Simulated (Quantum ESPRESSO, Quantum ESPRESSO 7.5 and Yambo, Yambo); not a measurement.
**Quasiparticle gap of BaTiO3 (P4mm) in Yambo**

Aim: the G0W0 gap of BaTiO3 (P4mm) on PBE, step by step.

Calculated with Quantum ESPRESSO 7.5 and Yambo 5.3.0; PBE and many-body steps on it, plane waves.

The database entry behind the starting cell differs from later determinations by our own check (c/a about 0.6 % short), so it need not match the best structure at ambient conditions.

## 1. Starting point

The structure is tetragonal, space group P4mm (No. 99). Conventional cell: a = 4.000 Å, b = 4.000 Å, c = 4.018 Å, α = 90.00°, β = 90.00°, γ = 90.00°. Nearest to Ba lie 12 O at 2.79 to 2.88 Å. Ti has 6 O at 1.85 to 2.17 Å nearest. O has 2 Ti at 1.85 to 2.17 Å and 4 Ba at 2.83 Å nearest. Nearest to O lie 2 Ti at 2.00 Å and 4 Ba at 2.79 to 2.88 Å. Farther neighbours and most contacts between anions are not listed.

Structure file:

```cif
data_structure
_symmetry_space_group_name_H-M 'P 1'
_symmetry_Int_Tables_number 1
_cell_length_a 3.9998
_cell_length_b 3.9998
_cell_length_c 4.0180
_cell_angle_alpha 90.000
_cell_angle_beta 90.000
_cell_angle_gamma 90.000
_cell_volume 64.28
loop_
_atom_site_label
_atom_site_type_symbol
_atom_site_fract_x
_atom_site_fract_y
_atom_site_fract_z
_atom_site_occupancy
Ba1 Ba 0.00000 0.00000 0.00072 1
Ti2 Ti 0.50000 0.50000 0.48563 1
O3 O 0.50000 0.50000 0.02534 1
O4 O 0.50000 0.00000 0.51565 1
O5 O 0.00000 0.50000 0.51565 1
```

Geometry: measured (diffraction); atoms relaxed with PBE. The runs that relaxed it are not among those shown. Spin-orbit coupling is left out unless a step names it.

## 2. Ground state

This step: Quantum ESPRESSO 7.5; DFT, PBE, plane waves, norm-conserving pseudopotentials.

The ground-state density comes first.

Input file pw.in:

```
&control
  calculation = 'scf'
  prefix = 'x'
  outdir = 'o'
  pseudo_dir = 'pseudo'
/
&system
  ibrav = 0
  nat = 5
  ntyp = 3
  ecutwfc = 76.0
  nbnd = 26
  force_symmorphic = .true.
/
&electrons
  conv_thr = 1e-10
  electron_maxstep = 80
  mixing_beta = 0.5
/
ATOMIC_SPECIES
  Ba 137.33 Ba.upf
  Ti 47.867 Ti.upf
  O 15.999 O.upf
CELL_PARAMETERS angstrom
  3.9998000000 0.0000000000 0.0000000000
  0.0000000000 3.9998000000 0.0000000000
  0.0000000000 0.0000000000 4.0180000000
ATOMIC_POSITIONS crystal
  Ba 0.0000000000 0.0000000000 0.0007199741
  Ti 0.5000000000 0.5000000000 0.4856287386
  O 0.5000000000 0.5000000000 0.0253431139
  O 0.5000000000 0.0000000000 0.5156540867
  O 0.0000000000 0.5000000000 0.5156540867
K_POINTS automatic
  6 6 6 0 0 0
```

Started as:

```console
$ OMP_NUM_THREADS=1 mpirun -n 4 pw.x -nk 4 -in pw.in > pw.out
```

Output:

```text
Program PWSCF v.7.5 starts

     This program is part of the open-source Quantum ESPRESSO suite
     for quantum simulation of materials; please cite
         "P. Giannozzi et al., J. Phys.:Condens. Matter 21 395502 (2009);
         "P. Giannozzi et al., J. Phys.:Condens. Matter 29 465901 (2017);
         "P. Giannozzi et al., J. Chem. Phys. 152 154105 (2020);
     in publications or presentations arising from this work. More details at
     Message from routine setup:
     using ibrav=0 with symmetry is DISCOURAGED, use correct ibrav instead

     G-vector sticks info

     bravais-lattice index     =            0
     lattice parameter (alat)  =       7.5585  a.u.
     unit-cell volume          =     433.7935 (a.u.)^3
     number of atoms/cell      =            5
     number of atomic types    =            3
     number of electrons       =        40.00
     number of Kohn-Sham states=           26
     kinetic-energy cutoff     =      76.0000  Ry
     charge density cutoff     =     304.0000  Ry
     scf convergence threshold =      1.0E-10
     mixing beta               =       0.5000
     number of iterations used =            8  plain     mixing
     Exchange-correlation= PBE
                           (   1   4   3   4   0   0   0)

     celldm(1)=   7.558527  celldm(2)=   0.000000  celldm(3)=   0.000000
     celldm(4)=   0.000000  celldm(5)=   0.000000  celldm(6)=   0.000000

     crystal axes: (cart. coord. in units of alat)
               a(1) = (   1.000000   0.000000   0.000000 )
               a(2) = (   0.000000   1.000000   0.000000 )
               a(3) = (   0.000000   0.000000   1.004550 )

     reciprocal axes: (cart. coord. in units 2 pi/alat)
               b(1) = (  1.000000  0.000000  0.000000 )
               b(2) = (  0.000000  1.000000  0.000000 )
               b(3) = (  0.000000  0.000000  0.995470 )
     Pseudo is Norm-conserving + core correction, Zval = 10.0
     Generated using ONCVPSP code by D. R. Hamann
     Using radial grid of 1958 points,  6 beta functions with:
     Pseudo is Norm-conserving + core correction, Zval = 12.0
     Generated using ONCVPSP code by D. R. Hamann
     Using radial grid of 1586 points,  6 beta functions with:
     Pseudo is Norm-conserving + core correction, Zval =  6.0
     Generated using ONCVPSP code by D. R. Hamann
     Using radial grid of  936 points,  5 beta functions with:
     Ba               10.00   137.33000     Ba( 1.00)
     Ti               12.00    47.86700     Ti( 1.00)
     O                 6.00    15.99900     O ( 1.00)

      8 Sym. Ops. (no inversion) found

   Cartesian axes

     site n.     atom                  positions (alat units)
         1        Ba     tau(   1) = (   0.0000000   0.0000000   0.0007233  )
         2        Ti     tau(   2) = (   0.5000000   0.5000000   0.4878385  )
         3        O      tau(   3) = (   0.5000000   0.5000000   0.0254584  )
         4        O      tau(   4) = (   0.5000000   0.0000000   0.5180004  )
         5        O      tau(   5) = (   0.0000000   0.5000000   0.5180004  )

     number of k points=    40
                       cart. coord. in units 2pi/alat
        k(    1) = (   0.0000000   0.0000000   0.0000000), wk =   0.0092593
        k(    2) = (   0.0000000   0.0000000   0.1659117), wk =   0.0185185
        k(    3) = (   0.0000000   0.0000000   0.3318235), wk =   0.0185185
        k(    4) = (   0.0000000   0.0000000  -0.4977352), wk =   0.0092593
        k(    5) = (   0.0000000   0.1666667   0.0000000), wk =   0.0370370
        k(    6) = (   0.0000000   0.1666667   0.1659117), wk =   0.0740741
        k(    7) = (   0.0000000   0.1666667   0.3318235), wk =   0.0740741
        k(    8) = (   0.0000000   0.1666667  -0.4977352), wk =   0.0370370
        k(    9) = (   0.0000000   0.3333333   0.0000000), wk =   0.0370370
        k(   10) = (   0.0000000   0.3333333   0.1659117), wk =   0.0740741
     [... 28 further rows ...]
        k(   39) = (  -0.5000000  -0.5000000   0.3318235), wk =   0.0185185
        k(   40) = (  -0.5000000  -0.5000000  -0.4977352), wk =   0.0092593

     Dense  grid:    38811 G-vectors     FFT dimensions: (  45,  45,  45)

     Initial potential from superposition of free atoms

     starting charge      39.9818, renormalised to      40.0000
     Starting wfcs are   27 randomized atomic wfcs

     per-process dynamical memory:    49.1 Mb

     Self-consistent Calculation

     iteration #  1     ecut=    76.00 Ry     beta= 0.50

     total energy              =    -273.98032554 Ry
     estimated scf accuracy    <       1.91638210 Ry

     iteration #  2     ecut=    76.00 Ry     beta= 0.50

     total energy              =    -273.50386336 Ry
     estimated scf accuracy    <       6.50968016 Ry

     iteration #  3     ecut=    76.00 Ry     beta= 0.50

     total energy              =    -274.78934442 Ry
     estimated scf accuracy    <       0.33230240 Ry

     iteration #  4     ecut=    76.00 Ry     beta= 0.50

     total energy              =    -274.73644867 Ry
     estimated scf accuracy    <       0.14219338 Ry

     iteration #  5     ecut=    76.00 Ry     beta= 0.50

     total energy              =    -274.77301103 Ry
     estimated scf accuracy    <       0.01739636 Ry

     iteration #  6     ecut=    76.00 Ry     beta= 0.50

     total energy              =    -274.77155262 Ry
     estimated scf accuracy    <       0.00695242 Ry

     iteration #  7     ecut=    76.00 Ry     beta= 0.50

     total energy              =    -274.77220460 Ry
     estimated scf accuracy    <       0.00021973 Ry

     iteration #  8     ecut=    76.00 Ry     beta= 0.50

     total energy              =    -274.77229251 Ry
     estimated scf accuracy    <       0.00014479 Ry

     iteration #  9     ecut=    76.00 Ry     beta= 0.50

     total energy              =    -274.77228744 Ry
     estimated scf accuracy    <       0.00003202 Ry

     iteration # 10     ecut=    76.00 Ry     beta= 0.50

     total energy              =    -274.77229307 Ry
     estimated scf accuracy    <       0.00000012 Ry

     iteration # 11     ecut=    76.00 Ry     beta= 0.50

     total energy              =    -274.77229313 Ry
     estimated scf accuracy    <       0.00000002 Ry

     iteration # 12     ecut=    76.00 Ry     beta= 0.50

     total energy              =    -274.77229313 Ry
     estimated scf accuracy    <          4.7E-09 Ry

     iteration # 13     ecut=    76.00 Ry     beta= 0.50

     total energy              =    -274.77229313 Ry
     estimated scf accuracy    <          1.3E-10 Ry

     iteration # 14     ecut=    76.00 Ry     beta= 0.50

     End of self-consistent calculation

          k = 0.0000 0.0000 0.0000 (  4929 PWs)   bands (ev):

   -46.0800 -22.3758 -22.3131 -22.3131 -14.4232  -6.4520  -5.8243  -5.7142
     0.4096   0.4096   0.4207   8.0705   8.0945   8.0945   9.0796   9.0796
     9.2764  10.0332  10.0862  10.0862  12.2714  12.5874  12.5874  14.5046
    14.6920  15.4288

          k = 0.0000 0.0000 0.1659 (  4865 PWs)   bands (ev):

   -46.0798 -22.3885 -22.3126 -22.3126 -14.3952  -6.4493  -5.8231  -5.7059
     0.4479   0.4479   0.5294   7.6085   8.0178   8.0178   8.8181   8.8181
     9.0519   9.5288   9.9893   9.9893  12.3082  13.0028  13.0028  14.5035
    15.3019  15.9192

          k = 0.0000 0.0000 0.3318 (  4857 PWs)   bands (ev):

   -46.0793 -22.4138 -22.3116 -22.3116 -14.3382  -6.5478  -5.6974  -5.6890
     0.5274   0.5274   0.7436   6.7350   7.7900   7.7900   8.4864   8.4864
     8.6632   8.8001   9.8061   9.8061  12.3842  13.7417  13.7417  14.5043
    16.2053  17.2198

          k = 0.0000 0.0000-0.4977 (  4878 PWs)   bands (ev):

     [... further k-points ...]

     highest occupied, lowest unoccupied level (ev):    10.4265   12.2714

!    total energy              =    -274.77229313 Ry
     estimated scf accuracy    <          5.1E-12 Ry

     The total energy is the sum of the following terms:
     one-electron contribution =     -71.79380112 Ry
     hartree contribution      =      59.93795220 Ry
     xc contribution           =     -56.12026619 Ry
     ewald contribution        =    -206.79617803 Ry

     convergence has been achieved in  14 iterations

     XML data file, charge density, pseudopotentials, collected wavefunctions

=------------------------------------------------------------------------------=
   JOB DONE.
=------------------------------------------------------------------------------=
```

Run time: 23 s. Hardware: 4 MPI ranks of Arm Neoverse V2, shared host; peak memory 0.37 GiB.

Numbers from this step:

| Property | Result |
| --- | --- |
| total energy | -3738.4675 eV |
| gap | 1.845 eV |
| k of the valence top | -0.5, -0.5, -0.5 |
| k of the conduction bottom | 0, 0, 0 |
| least direct gap | 2.185 eV |

The gap is indirect, with the least direct gap 0.34 eV higher.

## 3. Bands along the symmetry lines

Levels along a band path, at the cheap level, show where the edges lie and whether the meshes to come will hold them.

Input file pw.in:

```
&control
  calculation = 'bands'
  prefix = 'x'
  outdir = 'o'
  pseudo_dir = 'pseudo'
/
&system
  ibrav = 0
  nat = 5
  ntyp = 3
  ecutwfc = 76.0
  nbnd = 26
  force_symmorphic = .true.
/
&electrons
  conv_thr = 1e-9
  electron_maxstep = 80
  diago_full_acc = .true.
  diago_thr_init = 5e-6
/
ATOMIC_SPECIES
  Ba 137.33 Ba.upf
  Ti 47.867 Ti.upf
  O 15.999 O.upf
CELL_PARAMETERS angstrom
  3.9998000000 0.0000000000 0.0000000000
  0.0000000000 3.9998000000 0.0000000000
  0.0000000000 0.0000000000 4.0180000000
ATOMIC_POSITIONS crystal
  Ba 0.0000000000 0.0000000000 0.0007199741
  Ti 0.5000000000 0.5000000000 0.4856287386
  O 0.5000000000 0.5000000000 0.0253431139
  O 0.5000000000 0.0000000000 0.5156540867
  O 0.0000000000 0.5000000000 0.5156540867
K_POINTS crystal
  75
  0.00000000 0.00000000 0.00000000 1
  0.00000000 0.06250000 0.00000000 1
  0.00000000 0.12500000 0.00000000 1
  0.00000000 0.18750000 0.00000000 1
  0.00000000 0.25000000 0.00000000 1
  0.00000000 0.31250000 0.00000000 1
  0.00000000 0.37500000 0.00000000 1
  0.00000000 0.43750000 0.00000000 1
  0.00000000 0.50000000 0.00000000 1
  0.06250000 0.50000000 0.00000000 1
  0.12500000 0.50000000 0.00000000 1
  0.18750000 0.50000000 0.00000000 1
  0.25000000 0.50000000 0.00000000 1
  0.31250000 0.50000000 0.00000000 1
  0.37500000 0.50000000 0.00000000 1
  0.43750000 0.50000000 0.00000000 1
  0.50000000 0.50000000 0.00000000 1
  0.43750000 0.43750000 0.00000000 1
  0.37500000 0.37500000 0.00000000 1
  0.31250000 0.31250000 0.00000000 1
  0.25000000 0.25000000 0.00000000 1
  0.18750000 0.18750000 0.00000000 1
  0.12500000 0.12500000 0.00000000 1
  0.06250000 0.06250000 0.00000000 1
  0.00000000 0.00000000 0.00000000 1
  0.00000000 0.00000000 0.06250000 1
  0.00000000 0.00000000 0.12500000 1
  0.00000000 0.00000000 0.18750000 1
  0.00000000 0.00000000 0.25000000 1
  0.00000000 0.00000000 0.31250000 1
  0.00000000 0.00000000 0.37500000 1
  0.00000000 0.00000000 0.43750000 1
  0.00000000 0.00000000 0.50000000 1
  0.00000000 0.06250000 0.50000000 1
  0.00000000 0.12500000 0.50000000 1
  0.00000000 0.18750000 0.50000000 1
  0.00000000 0.25000000 0.50000000 1
  0.00000000 0.31250000 0.50000000 1
  0.00000000 0.37500000 0.50000000 1
  0.00000000 0.43750000 0.50000000 1
  0.00000000 0.50000000 0.50000000 1
  0.06250000 0.50000000 0.50000000 1
  0.12500000 0.50000000 0.50000000 1
  0.18750000 0.50000000 0.50000000 1
  0.25000000 0.50000000 0.50000000 1
  0.31250000 0.50000000 0.50000000 1
  0.37500000 0.50000000 0.50000000 1
  0.43750000 0.50000000 0.50000000 1
  0.50000000 0.50000000 0.50000000 1
  0.43750000 0.43750000 0.50000000 1
  0.37500000 0.37500000 0.50000000 1
  0.31250000 0.31250000 0.50000000 1
  0.25000000 0.25000000 0.50000000 1
  0.18750000 0.18750000 0.50000000 1
  0.12500000 0.12500000 0.50000000 1
  0.06250000 0.06250000 0.50000000 1
  0.00000000 0.00000000 0.50000000 1
  0.00000000 0.50000000 0.00000000 1
  0.00000000 0.50000000 0.06250000 1
  0.00000000 0.50000000 0.12500000 1
  0.00000000 0.50000000 0.18750000 1
  0.00000000 0.50000000 0.25000000 1
  0.00000000 0.50000000 0.31250000 1
  0.00000000 0.50000000 0.37500000 1
  0.00000000 0.50000000 0.43750000 1
  0.00000000 0.50000000 0.50000000 1
  0.50000000 0.50000000 0.00000000 1
  0.50000000 0.50000000 0.06250000 1
  0.50000000 0.50000000 0.12500000 1
  0.50000000 0.50000000 0.18750000 1
  0.50000000 0.50000000 0.25000000 1
  0.50000000 0.50000000 0.31250000 1
  0.50000000 0.50000000 0.37500000 1
  0.50000000 0.50000000 0.43750000 1
  0.50000000 0.50000000 0.50000000 1
```

Output:

```text
[banner, memory and clock lines left out]
Program PWSCF v.7.5 starts

     Atomic positions and unit cell read from directory:
     o/x.save/

     Message from routine setup:
     using ibrav=0 with symmetry is DISCOURAGED, use correct ibrav instead

     G-vector sticks info

     bravais-lattice index     =            0
     lattice parameter (alat)  =       7.5585  a.u.
     unit-cell volume          =     433.7935 (a.u.)^3
     number of atoms/cell      =            5
     number of atomic types    =            3
     number of electrons       =        40.00
     number of Kohn-Sham states=           26
     kinetic-energy cutoff     =      76.0000  Ry
     charge density cutoff     =     304.0000  Ry
     Exchange-correlation= PBE
                           (   1   4   3   4   0   0   0)

     celldm(1)=   7.558527  celldm(2)=   0.000000  celldm(3)=   0.000000
     celldm(4)=   0.000000  celldm(5)=   0.000000  celldm(6)=   0.000000

     crystal axes: (cart. coord. in units of alat)
               a(1) = (   1.000000   0.000000   0.000000 )
               a(2) = (   0.000000   1.000000   0.000000 )
               a(3) = (   0.000000   0.000000   1.004550 )

     reciprocal axes: (cart. coord. in units 2 pi/alat)
               b(1) = (  1.000000  0.000000  0.000000 )
               b(2) = (  0.000000  1.000000  0.000000 )
               b(3) = (  0.000000  0.000000  0.995470 )
     Pseudo is Norm-conserving + core correction, Zval = 10.0
     Generated using ONCVPSP code by D. R. Hamann
     Using radial grid of 1958 points,  6 beta functions with:
     Pseudo is Norm-conserving + core correction, Zval = 12.0
     Generated using ONCVPSP code by D. R. Hamann
     Using radial grid of 1586 points,  6 beta functions with:
     Pseudo is Norm-conserving + core correction, Zval =  6.0
     Generated using ONCVPSP code by D. R. Hamann
     Using radial grid of  936 points,  5 beta functions with:
     Ba               10.00   137.33000     Ba( 1.00)
     Ti               12.00    47.86700     Ti( 1.00)
     O                 6.00    15.99900     O ( 1.00)

      8 Sym. Ops. (no inversion) found

   Cartesian axes

     site n.     atom                  positions (alat units)
         1        Ba     tau(   1) = (   0.0000000   0.0000000   0.0007233  )
         2        Ti     tau(   2) = (   0.5000000   0.5000000   0.4878385  )
         3        O      tau(   3) = (   0.5000000   0.5000000   0.0254584  )
         4        O      tau(   4) = (   0.5000000   0.0000000   0.5180004  )
         5        O      tau(   5) = (   0.0000000   0.5000000   0.5180004  )

     number of k points=    75
                       cart. coord. in units 2pi/alat
        k(    1) = (   0.0000000   0.0000000   0.0000000), wk =   0.0266667
        k(    2) = (   0.0000000   0.0625000   0.0000000), wk =   0.0266667
        k(    3) = (   0.0000000   0.1250000   0.0000000), wk =   0.0266667
[...]
[... 63 further rows ...]
        k(   74) = (   0.5000000   0.5000000   0.4355183), wk =   0.0266667
        k(   75) = (   0.5000000   0.5000000   0.4977352), wk =   0.0266667

     Dense  grid:    38811 G-vectors     FFT dimensions: (  45,  45,  45)

     The potential is recalculated from file :
     o/x.save/charge-density

     Starting wfcs are   27 randomized atomic wfcs

     Band Structure Calculation

     End of band structure calculation

          k = 0.0000 0.0000 0.0000 (  4929 PWs)   bands (ev):

   -46.0800 -22.3758 -22.3130 -22.3130 -14.4232  -6.4520  -5.8243  -5.7142
     0.4096   0.4096   0.4207   8.0705   8.0945   8.0945   9.0796   9.0796
     9.2765  10.0333  10.0863  10.0863  12.2715  12.5874  12.5874  14.5046
    14.6921  15.4290

          k = 0.0000 0.0625 0.0000 (  4885 PWs)   bands (ev):

[...]
14.7391  15.5077

          k = 0.0000 0.1250 0.0000 (  4865 PWs)   bands (ev):

[...]
14.9889  15.7268

[...]
k = 0.5000 0.5000 0.4355 (  4804 PWs)   bands (ev):

[...]
17.2641  18.1096

          k = 0.5000 0.5000 0.4977 (  4800 PWs)   bands (ev):

[...]
-0.3027  -0.3027  -0.2642   5.9458   6.5644   6.6508   7.9432   7.9432
     8.0334  10.2872  10.2872  10.4265  14.6558  14.6784  14.6784  16.9383
    17.1675  17.1676

     XML data file, pseudopotentials, collected wavefunctions
```

Wall time 11 s (4 MPI ranks); peak memory 0.27 GiB.

This step gave:

* gap: 1.845 eV
* k of the valence top: 0.5, 0.5, 0.5
* k of the conduction bottom: 0, 0, 0
* least direct gap: 2.185 eV

The gap is 1.845 eV, as in the run before at this level.

Electronic bands along the path, in eV, zero at the top of the highest filled band:

```
    point  band 17  band 18  band 19  band 20  band 21  band 22  band 23  band 24
        Γ    -1.15    -0.39    -0.34    -0.34     1.84     2.16     2.16     4.08
  halfway    -1.51    -1.24    -0.76    -0.63     2.21     2.79     2.83     4.21
        X    -1.82    -1.66    -1.05    -0.92     2.28     3.55     3.61     4.19
  halfway    -1.63    -1.49    -1.09    -0.50     2.88     3.62     3.70     4.75
        M    -1.81    -1.04    -1.04    -0.07     3.63     3.63     4.00     4.78
  halfway    -1.87    -1.15    -0.92    -0.50     2.74     2.96     3.15     4.73
        Γ    -1.15    -0.39    -0.34    -0.34     1.84     2.16     2.16     4.08
  halfway    -1.58    -1.29    -0.53    -0.53     1.92     2.96     2.96     4.08
        Z    -1.94    -1.92    -0.70    -0.70     2.00     3.66     3.66     4.08
  halfway    -1.41    -1.29    -1.09    -0.63     2.85     3.67     3.72     4.74
        R    -1.74    -0.90    -0.88    -0.21     3.58     3.68     4.01     4.92
  halfway    -2.46    -0.59    -0.52    -0.17     3.88     3.91     4.13     6.24
        A    -2.39    -0.14    -0.14     0.00     4.23     4.25     4.25     6.51
  halfway    -2.15    -0.88    -0.69    -0.62     3.34     3.80     3.83     5.95
        Z    -1.94    -1.92    -0.70    -0.70     2.00     3.66     3.66     4.08
jump to X    -1.82    -1.66    -1.05    -0.92     2.28     3.55     3.61     4.19
  halfway    -1.45    -1.39    -1.18    -0.60     3.01     3.57     3.73     4.77
        R    -1.74    -0.90    -0.88    -0.21     3.58     3.68     4.01     4.92
jump to M    -1.81    -1.04    -1.04    -0.07     3.63     3.63     4.00     4.78
  halfway    -2.55    -0.68    -0.68    -0.04     3.92     3.92     4.11     6.09
        A    -2.39    -0.14    -0.14     0.00     4.23     4.25     4.25     6.51
```

(Part 1 of 3 ends here.)

[Paths, hosts, dates, memory and timing lines, banners, echoed tables and standing remarks are left out of the program output.]

[Logs are printed without paths, hosts, clocks, repeated set-up lines and the standing remarks that a program may print on its own settings, such as how far it seeks lower states.]

[Runs of the session that timed out or met a known fault of the program may be left out.]

[Hosts, paths, dates, database ids (printed as entryN), source tags and the programs' standing remarks are cut or masked in the printed files.]
